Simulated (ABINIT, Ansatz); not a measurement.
# Tb (P6_3/mmc): from the cell to the phonon bands, part 4 of 4

How does Tb (P6_3/mmc) vibrate, and is this structure a minimum?

ABINIT 10.8.3; DFT PBEsol, scalar-relativistic, plane waves, PseudoDojo norm-conserving, 4f in core pseudopotentials (the lanthanide files made for PBE).

So far, highest frequency (cm⁻¹): step 7 (interpolated phonon bands) 112.

### 9. The same in Ansatz

A second program on the same cell, potentials, cutoff and meshes tests the implementation of the phonon response, not its convergence.

This step: DFT PBEsol, scalar-relativistic, plane waves, norm-conserving pseudopotentials, 4f in core (Ansatz 0.2.0).

File input.yaml:

```yaml
crystal:
  lattice:
    - [3.5443202943, 0.0, 0.0]
    - [-1.7721601471, 3.069471414, 0.0]
    - [0.0, 0.0, 5.5904889282]
  atoms:
    - { symbol: Tb, position: [0.3333333333, 0.6666666667, 0.25] }
    - { symbol: Tb, position: [0.6666666667, 0.3333333333, 0.75] }
kpoints:
  mp_grid: { grid: [9, 9, 6] }
hamiltonian:
  xc: pbesol
  pseudopotentials:
    kind: nc
    azcp: { Tb: "pseudopotentials/pbe/nc/lanthanide_3plus/Tb.nc.azcp" }
    accuracy: standard
scf:
  occupations: { method: gaussian, width: 0.27211 }
output:
  eigenvalues: true
basis:
  ecutwfc: 571.439
phonons:
  method: dfpt
  qmesh: [3, 3, 2]
  temperatures: { t_max: 1000, t_step: 50 }
  qpath:
    path:
      - [[0.0, 0.0, 0.0], [0.5, 0.0, 0.0], [0.33333333, 0.33333333, 0.0], [0.0, 0.0, 0.0], [0.0, 0.0, 0.5], [0.5, 0.0, 0.5], [0.33333333, 0.33333333, 0.5], [0.0, 0.0, 0.5]]
      - [[0.5, 0.0, 0.5], [0.5, 0.0, 0.0]]
      - [[0.33333333, 0.33333333, 0.5], [0.33333333, 0.33333333, 0.0]]
    npoints: 10
  electrical_resistivity: { temperatures: [77, 300], mesh: [18, 18, 12] }
```

Started as:

```console
> ansatz run input.yaml --threads 8 --pin off --max-ram 16384MiB --backend cpu --events-out ev --progress --plain --runs-dir out
```

Numbers of over 12 decimals in the logs are rounded to 6 here.

The program printed:

```text
Warning: basis.ecutwfc = 571.439 eV is below the records' recommended 680.284656 eV, and the density's cutoff is lower with it unless basis.ecutrho_ratio is high enough to keep the records' density cutoff: compare with a run at a higher cutoff
Warning: <dir> the record states the generating functional pbe (its physics header spells it `PBE`), which answers neither for hamiltonian.xc's functional nor for the pbesol family's — results may be inconsistent (PPs are generated against a specific XC)
Engine: ansatz 0.2.0, aarch64-unknown-linux-gnu
Pseudopotentials: kind: nc
Pseudopotential: Tb, nc, valence charge 11, recommended cutoff 680.284656 eV (normal), <dir>
Functional definition: PBEsol
  exchange = pbesol_x
  correlation = pbesol_c
Crystal: 2 atoms, lattice volume = 60.820 Å³
Basis set: ecut = 571.439 eV, 1857 PW (Γ), exchange–correlation on 60×60×96 points (8 copies of the dense FFT grid, shifted against one another)
Bands: 15, of which v1, the nominal top of the filled ones, is band 11 counted from 1 (10 counted from 0)
Symmetry: 24 space group operations
k-points: 48 of 486
Non-local potential: Tb, projectors of the file, l = 0: 2, l = 1: 2, l = 2: 2, l = 3: 1
Initial density: superposition of atomic densities (chi_scale 0.1, normalization cell)
Initial wavefunctions: pseudopotential atomic-orbital guess
Functional: x = pbesol(κ = 0.804, μ = 0.123457), c = pbesol(β = 0.046)
SCF iter   1: F=—  HF=-2315.770153 eV  |F-HF|=—  |Δ(HF+E_count)|=         —  Δρ=1.36e-2  dr2=1.51e-1  ethr=3.10e-3  ⟨swp⟩=5.1  Hψ=3229  notcnv=0
preconditioner: auto → Kerker (q_TF=auto, 2.303 Å⁻¹)  [metal: Δε(μ)=0.007 eV  Ē_g=2.841 eV  σ=0.272 eV  W_gap=0.02  n_scr=10 (ndim 8)  ℏωp=11.7 eV  f_vac=0.000  D(μ)=3.35/eV (n_scr^D=34)]
SCF iter   2: F=—  HF=-2315.730429 eV  |F-HF|=—  |Δ(HF+E_count)|=   3.97e-2  Δρ=8.10e-3  dr2=5.82e-2  ethr=6.88e-4  ⟨swp⟩=1.0  Hψ=1106  notcnv=0
SCF iter   3: F=—  HF=-2315.709050 eV  |F-HF|=—  |Δ(HF+E_count)|=   2.14e-2  Δρ=1.42e-3  dr2=8.59e-4  ethr=2.65e-4  ⟨swp⟩=2.5  Hψ=1212  notcnv=0
SCF iter   4: F=—  HF=-2315.708866 eV  |F-HF|=—  |Δ(HF+E_count)|=   1.83e-4  Δρ=1.04e-4  dr2=3.50e-6  ethr=3.90e-6  ⟨swp⟩=2.0  Hψ=1002  notcnv=0
SCF iter   5: F=—  HF=-2315.708865 eV  |F-HF|=—  |Δ(HF+E_count)|=   1.73e-6  Δρ=2.52e-5  dr2=2.84e-7  ethr=1.59e-8  ⟨swp⟩=2.5  Hψ=1244  notcnv=0
SCF iter   6: F=—  HF=-2315.708865 eV  |F-HF|=—  |Δ(HF+E_count)|=   6.99e-7  Δρ=3.37e-6  dr2=5.20e-9  ethr=1.29e-9  ⟨swp⟩=2.2  Hψ=1149  notcnv=0
SCF iter   7: F=—  HF=-2315.708865 eV  |F-HF|=—  |Δ(HF+E_count)|=   1.01e-9  Δρ=4.82e-7  dr2=8.08e-11  ethr=2.36e-11  ⟨swp⟩=2.3  Hψ=1207  notcnv=0
SCF iter   8: F=-2315.708865 eV  HF=-2315.708865 eV  |F-HF|=9.09e-13  |Δ(HF+E_count)|=  5.00e-11  Δρ=6.58e-8  dr2=2.11e-12  ethr=1.00e-12  ⟨swp⟩=7.4  Hψ=3993  notcnv=0
SCF 1 converged in 8 iterations: F = -2315.708865 eV  dr2 = 2.11e-12
NSCF: frozen V_eff on 48 k-points
NSCF: frozen V_eff on 100 k-points
DFPT response loops at q = (0, 0, 0) (fractional): preconditioner auto → Kerker (q_TF=auto, 2.303 Å⁻¹) (partly filled bands, converged f_vac=0.000); β = 1.00, the filter's whole step (`scf.mixing.beta` (0.50) is not read by the response loops under this deck's `scf.mixing.preconditioner`; to damp them name `kerker` or `kerker_dos`, under which they read `scf.mixing.beta`, and type it under 1.00, their step now; both keys bind the ground state too); Broyden in place of MSR1
NSCF: frozen V_eff on 200 k-points
DFPT response loops at q = (0, 0, -0.5) (fractional): mixed as the last ones told, above
NSCF: frozen V_eff on 360 k-points
DFPT response loops at q = (0, 0.333333, 0) (fractional): mixed as the last ones told, above
NSCF: frozen V_eff on 360 k-points
DFPT response loops at q = (0, 0.333333, -0.5) (fractional): mixed as the last ones told, above
NSCF: frozen V_eff on 360 k-points
DFPT response loops at q = (0.333333, 0.333333, 0) (fractional): mixed as the last ones told, above
NSCF: frozen V_eff on 360 k-points
DFPT response loops at q = (0.333333, 0.333333, -0.5) (fractional): mixed as the last ones told, above
SCF iter   1: F=—  HF=-2315.770153 eV  |F-HF|=—  |Δ(HF+E_count)|=         —  Δρ=1.36e-2  dr2=1.51e-1  ethr=3.10e-3  ⟨swp⟩=5.1  Hψ=3229  notcnv=0
SCF iter   2: F=—  HF=-2315.730429 eV  |F-HF|=—  |Δ(HF+E_count)|=   3.97e-2  Δρ=8.10e-3  dr2=5.82e-2  ethr=6.88e-4  ⟨swp⟩=1.0  Hψ=1106  notcnv=0
SCF iter   3: F=—  HF=-2315.709050 eV  |F-HF|=—  |Δ(HF+E_count)|=   2.14e-2  Δρ=1.42e-3  dr2=8.59e-4  ethr=2.65e-4  ⟨swp⟩=2.5  Hψ=1212  notcnv=0
SCF iter   4: F=—  HF=-2315.708866 eV  |F-HF|=—  |Δ(HF+E_count)|=   1.83e-4  Δρ=1.04e-4  dr2=3.50e-6  ethr=3.90e-6  ⟨swp⟩=2.0  Hψ=1002  notcnv=0
SCF iter   5: F=—  HF=-2315.708865 eV  |F-HF|=—  |Δ(HF+E_count)|=   1.73e-6  Δρ=2.52e-5  dr2=2.84e-7  ethr=1.59e-8  ⟨swp⟩=2.5  Hψ=1244  notcnv=0
SCF iter   6: F=—  HF=-2315.708865 eV  |F-HF|=—  |Δ(HF+E_count)|=   6.99e-7  Δρ=3.37e-6  dr2=5.20e-9  ethr=1.29e-9  ⟨swp⟩=2.2  Hψ=1149  notcnv=0
SCF iter   7: F=—  HF=-2315.708865 eV  |F-HF|=—  |Δ(HF+E_count)|=   1.01e-9  Δρ=4.82e-7  dr2=8.08e-11  ethr=2.36e-11  ⟨swp⟩=2.3  Hψ=1207  notcnv=0
SCF iter   8: F=-2315.708865 eV  HF=-2315.708865 eV  |F-HF|=4.55e-13  |Δ(HF+E_count)|=  5.09e-11  Δρ=6.55e-8  dr2=2.12e-12  ethr=1.00e-12  ⟨swp⟩=3.0  Hψ=1739  notcnv=0
SCF 2 converged in 8 iterations: F = -2315.708865 eV  dr2 = 2.12e-12
NSCF: frozen V_eff on 48 k-points
NSCF: frozen V_eff on 48 k-points
[...]
SCF converged after 8 iterations
Free energy (F): -2315.708865 eV
Harris-Foulkes:  -2315.708865 eV  (|F-HF|=9.09e-13)
Internal energy: -2315.584017 eV  (E = F + TS)
E sigma→0 (E₀):  -2315.646441 eV
Entropy (-TS):   -0.124848 eV (-62.424 meV/atom)
Fermi energy:    10.882248 eV
--- Per-component energies (eV) ---
  E_band       = -218.683065
  E_kinetic    = 561.286788
  E_local      = -1044.322359  (includes V_loc(G=0)·N_el)
  E_nonlocal   = 63.025947
  E_hartree    = 297.465677
  E_xc         = -581.119663
  E_vxc        = -393.604810  (∫ρ·V_xc dr)
  E_ewald      = -1611.920408
  E_smearing   = -0.124848  (= −TS)
  E_closure    = 0.000000  (closes the sum)
  Σ components = -2315.708865   (vs F -2315.708865, Δ=0.00e0)
--- Band table (eV; the first three rows and the last of 48) ---
  k-point 0: bands = [... 7 lower, -11.0363, 5.8717, 8.6329, 12.4956, 12.6524, 12.6524, 12.9652, 13.3890]
  k-point 1: bands = [... 7 lower, -11.0891, 6.0894, 8.5674, 12.1818, 12.5443, 12.5443, 12.7668, 13.2078]
  k-point 2: bands = [... 7 lower, -11.1143, 6.6912, 8.2297, 11.7662, 12.2921, 12.4576, 12.4576, 12.8497]
  k-point 47: bands = [... 7 lower, -11.1954, 10.2447, 10.2447, 10.4941, 10.4941, 11.5964, 11.5964, 13.8544]
--- Phonons (Γ-DFPT): 2 representative perturbations + reference (Σ response iterations 8) ---
  ASR residual: 4.692e-5 → 0.000e0 eV/Å²; symmetrization residual: 1.488e-10 eV/Å²
  ASR residual per site (eV/Å²): 4.69e-5 4.69e-5
  Γ frequencies (cm⁻¹): 0.00 0.00 0.00 59.38 59.38 104.40
--- Phonons (arbitrary-q DFPT): 6 irreducible q on the 3×3×2 mesh ---
  q = [0.0000, 0.0000, 0.0000] (star 1, of the zone-centre solve; hermiticity 4.67e-11, symmetrization 2.34e-11): 0.00 0.00 0.00 59.38 59.38 104.40
  q = [0.0000, 0.0000, -0.5000] (star 1, 2 solved perturbations in 148 linear systems a pass and spin channel, the states on 100 of 486 k-point pairs; hermiticity 4.05e-9, symmetrization 2.03e-9): 44.38 44.38 44.38 44.38 83.38 83.38
  q = [0.0000, 0.3333, 0.0000] (star 6, 3 solved perturbations on 180 of 486 k-point pairs; hermiticity 7.87e-9, symmetrization 3.45e-10): 47.42 51.00 85.00 86.21 93.82 102.05
  q = [0.0000, 0.3333, -0.5000] (star 6, 3 solved perturbations on 180 of 486 k-point pairs; hermiticity 7.38e-9, symmetrization 2.76e-10): 65.08 65.08 68.05 68.05 102.69 102.69
  q = [0.3333, 0.3333, 0.0000] (star 2, 2 solved perturbations in 256 linear systems a pass and spin channel, the states on 180 of 486 k-point pairs; hermiticity 4.09e-9, symmetrization 2.04e-9): 74.68 74.68 75.57 75.57 93.61 104.85
  q = [0.3333, 0.3333, -0.5000] (star 2, 2 solved perturbations in 256 linear systems a pass and spin channel, the states on 180 of 486 k-point pairs; hermiticity 1.26e-8, symmetrization 2.02e-9): 41.79 41.79 98.77 98.77 103.90 103.90
  sum rule: each row above includes the acoustic sum rule's correction from the zone centre's row sums; it moved no ω² by more than (0.28 cm⁻¹)²
  mesh force constants: q→R imaginary residual 0.00e0; ASR residual 4.692e-5 → 0.000e0 eV/Å²; symmetrization residual 3.553e-15 eV/Å²
  interpolated dispersion: 93 rows × 6 modes
  density of states and harmonic sums: on the 21×21×12 q-mesh, interpolated from the force constants of a 3×3×2 supercell (no non-analytic term)
  largest difference from the sums on the solved wave vectors: F 4.63e-2 eV, S 6.06e-5 and C_V 1.43e-5 eV/K
  zero-point energy: 0.028370 eV/cell   skipped modes (ω ≤ 0): 3   left out of the sums: 9.45e-5 of the cell's modes: C_V's classical limit lies that fraction below 3 k_B per atom; for a crystal, a wire or a layer, F and S can be off by more, and a phonons.interpolated_qmesh denser along its periods is the remedy for the sampling
--- Electrical resistivity: potentials and phonons of a 3×3×2 supercell ---
  scattering by harmonic phonons alone, with no dipole-dipole term; scattering by other electrons, impurities, surfaces and spin disorder is left out, and so is spin–orbit coupling
  the resistivity is that of a variational response, whose dependence on the energy is improved iteratively
  at the Fermi level of each mesh (of a tensor a third of its trace):
           mesh   spin    states/(eV spin)  plasma energy (eV)         λ      λ_tr    ħω_log (meV)
       18×18×12                     1.7341              4.6997    0.8934    0.9414           8.167
          9×9×6                     1.8180              4.5945    0.9335    0.9921           8.179
  resistivity on the deck's mesh, µΩ·cm:
     T (K)       trace/3  mesh converged            xx            yy            zz    lowest order   relaxation time
     77.00      1.2053e1              no      1.4288e1      1.4288e1      7.5831e0        1.2456e1          1.1992e1
    300.00      5.4853e1              no      6.4860e1      6.4860e1      3.4839e1        5.6375e1          5.4529e1
  mean free path at 77 K (of a tensor a third of its trace): 8.83 nm by what each carries, 8.15 by the Fermi surface alone
  Hall coefficient in a weak field at 77 K (a third of the trace): -1.112e-10 m³/C (as a tensor it moves by 9.1 % between the two finest meshes); by each state's relaxation time: -1.165e-10 m³/C; by a constant relaxation time: -9.974e-11 m³/C
  mean free path at 300 K (of a tensor a third of its trace): 1.94 nm by what each carries, 1.79 by the Fermi surface alone
  Hall coefficient in a weak field at 300 K (a third of the trace): -1.069e-10 m³/C (as a tensor it moves by 11.1 % between the two finest meshes); by each state's relaxation time: -1.123e-10 m³/C; by a constant relaxation time: -9.832e-11 m³/C
  the resistivity times a path that all electrons share, by the Fermi surface of the deck's mesh alone (a third of the trace): 9.938e-16 Ω·m²
  not converged in the mesh (λ; λ_tr; the resistivity at 77 K by 22.37 %; the resistivity at 300 K by 20.28 %): between neighbouring meshes, the two finest first, λ moves by 4.49 %, λ_tr by 6.20 % and the resistivity by up to 22.37 %; an estimate, no bound, puts it up to 9.8e-7 % above the Boltzmann equation's exact value after up to 3 iterations (at most 30 are made, fewer where the estimate is under 1.0e-6 % of each spin channel's own resistivity)
  vibrations of 18 cells: unjudged by the run; compare a larger repeat
  the changes of the potential over all sites missed a rigid shift's by 0.00 % (the site terms' by 0.00 %)
  at the force constants' own smearing the fine mesh and the k-points of their solves give squared frequencies that differ by 3.0 % of the larger at the most, at (0.3333, 0.3333, -0.5)
```

Wall time 4 min (8 threads of Arm Neoverse N1, shared host); peak memory 2.4 GiB; 31 min of CPU time.

This step gave:

- sum-rule residual before enforcement: 4.69e-5 eV/Å²
- mean frequency: 76.3 cm⁻¹
- Debye temperature (second moment): 147 K
- logarithmic mean frequency: 72.8 cm⁻¹
- lowest optical zone-centre mode: 59.38 cm⁻¹
- lowest mode on the q mesh (acoustic ones at the zone centre apart): 41.79 cm⁻¹
- zero-point energy per atom: 14.19 meV
- heat capacity at 300 K: 24.64 J/(mol atoms K)
- vibrational entropy at 300 K: 51.34 J/(mol atoms K)

### 10. The two compared: ABINIT PseudoDojo and Ansatz, PseudoDojo

Numbers from this step:

- root-mean-square difference: 0.03 cm⁻¹
- largest difference: 0.05 cm⁻¹
- root-mean-square difference on the path: 0 cm⁻¹
- largest difference on the path: 0.1 cm⁻¹

The interpolated bands of the two lie on top of each other.

At the solved wavevectors the largest difference (acoustic modes at Γ apart) is 0.05 % of the highest mode.

### 11. Outcome

```json
{
  "space group after relaxation": "P6_3/mmc",
  "volume per atom": "30.4 Å³",
  "highest optical zone-centre mode (no LO-TO term)": "104.4 cm⁻¹",
  "lowest optical zone-centre mode": "59.4 cm⁻¹",
  "q mesh": "3×3×2",
  "lowest mode on the q mesh (acoustic ones at the zone centre apart)": "41.8 cm⁻¹",
  "zero-point energy per atom": "14.2 meV",
  "heat capacity at 300 K": "24.6 J/(mol atoms K)",
  "vibrational entropy at 300 K": "51.3 J/(mol atoms K)",
  "imaginary modes on the q mesh": "none",
  "largest difference from Ansatz, PseudoDojo": "0.05 cm⁻¹"
}
```

**Reading.** Tb (P6_3/mmc) is dynamically stable on the 3×3×2 mesh; its spectrum reaches 112 cm⁻¹. At the PBEsol level the optical modes of Tb (P6_3/mmc) at the zone centre run from 59 to 104 cm⁻¹. Along axes with an odd number of divisions the mesh misses the zone-boundary points at one half, where instabilities often lie; those are only interpolated. The base run prints -0.66 GPa, mostly the error of a finite basis; the relaxation, with a smoothed and higher cutoff, had brought the cell to rest. ABINIT PseudoDojo and Ansatz, PseudoDojo agree to 0.05 cm⁻¹ (0.05 % of the highest mode compared) on all solved modes but the acoustic ones at Γ. These are harmonic frequencies at zero temperature: anharmonic shifts and linewidths and thermal expansion are left out. Spin-orbit coupling is left out, which can matter for the heavy elements here. In a metal the frequencies hang on the k mesh and the smearing, most of all near Kohn anomalies. The 4f electrons are frozen in the core as for a trivalent ion, in files made for PBE, so their moments and any magnetic order are left out. Ansatz warns that the cutoff lies 16 % under the one recommended for these files; agreement at one cutoff is not convergence. Electron-phonon sums were run after this but are left out, since no second program bore their λ out within 30 %; a λ that a log prints is not taken as a result.

[Host names and launcher messages were left out of these logs when they were recorded.]

[Logs are printed without paths, hosts, clocks, repeated set-up lines and the standing remarks that a program may print on its own settings, such as how far it seeks lower states.]

[Hosts, paths, dates, database ids (printed as entryN), source tags and the programs' standing remarks are cut or masked in the printed files.]
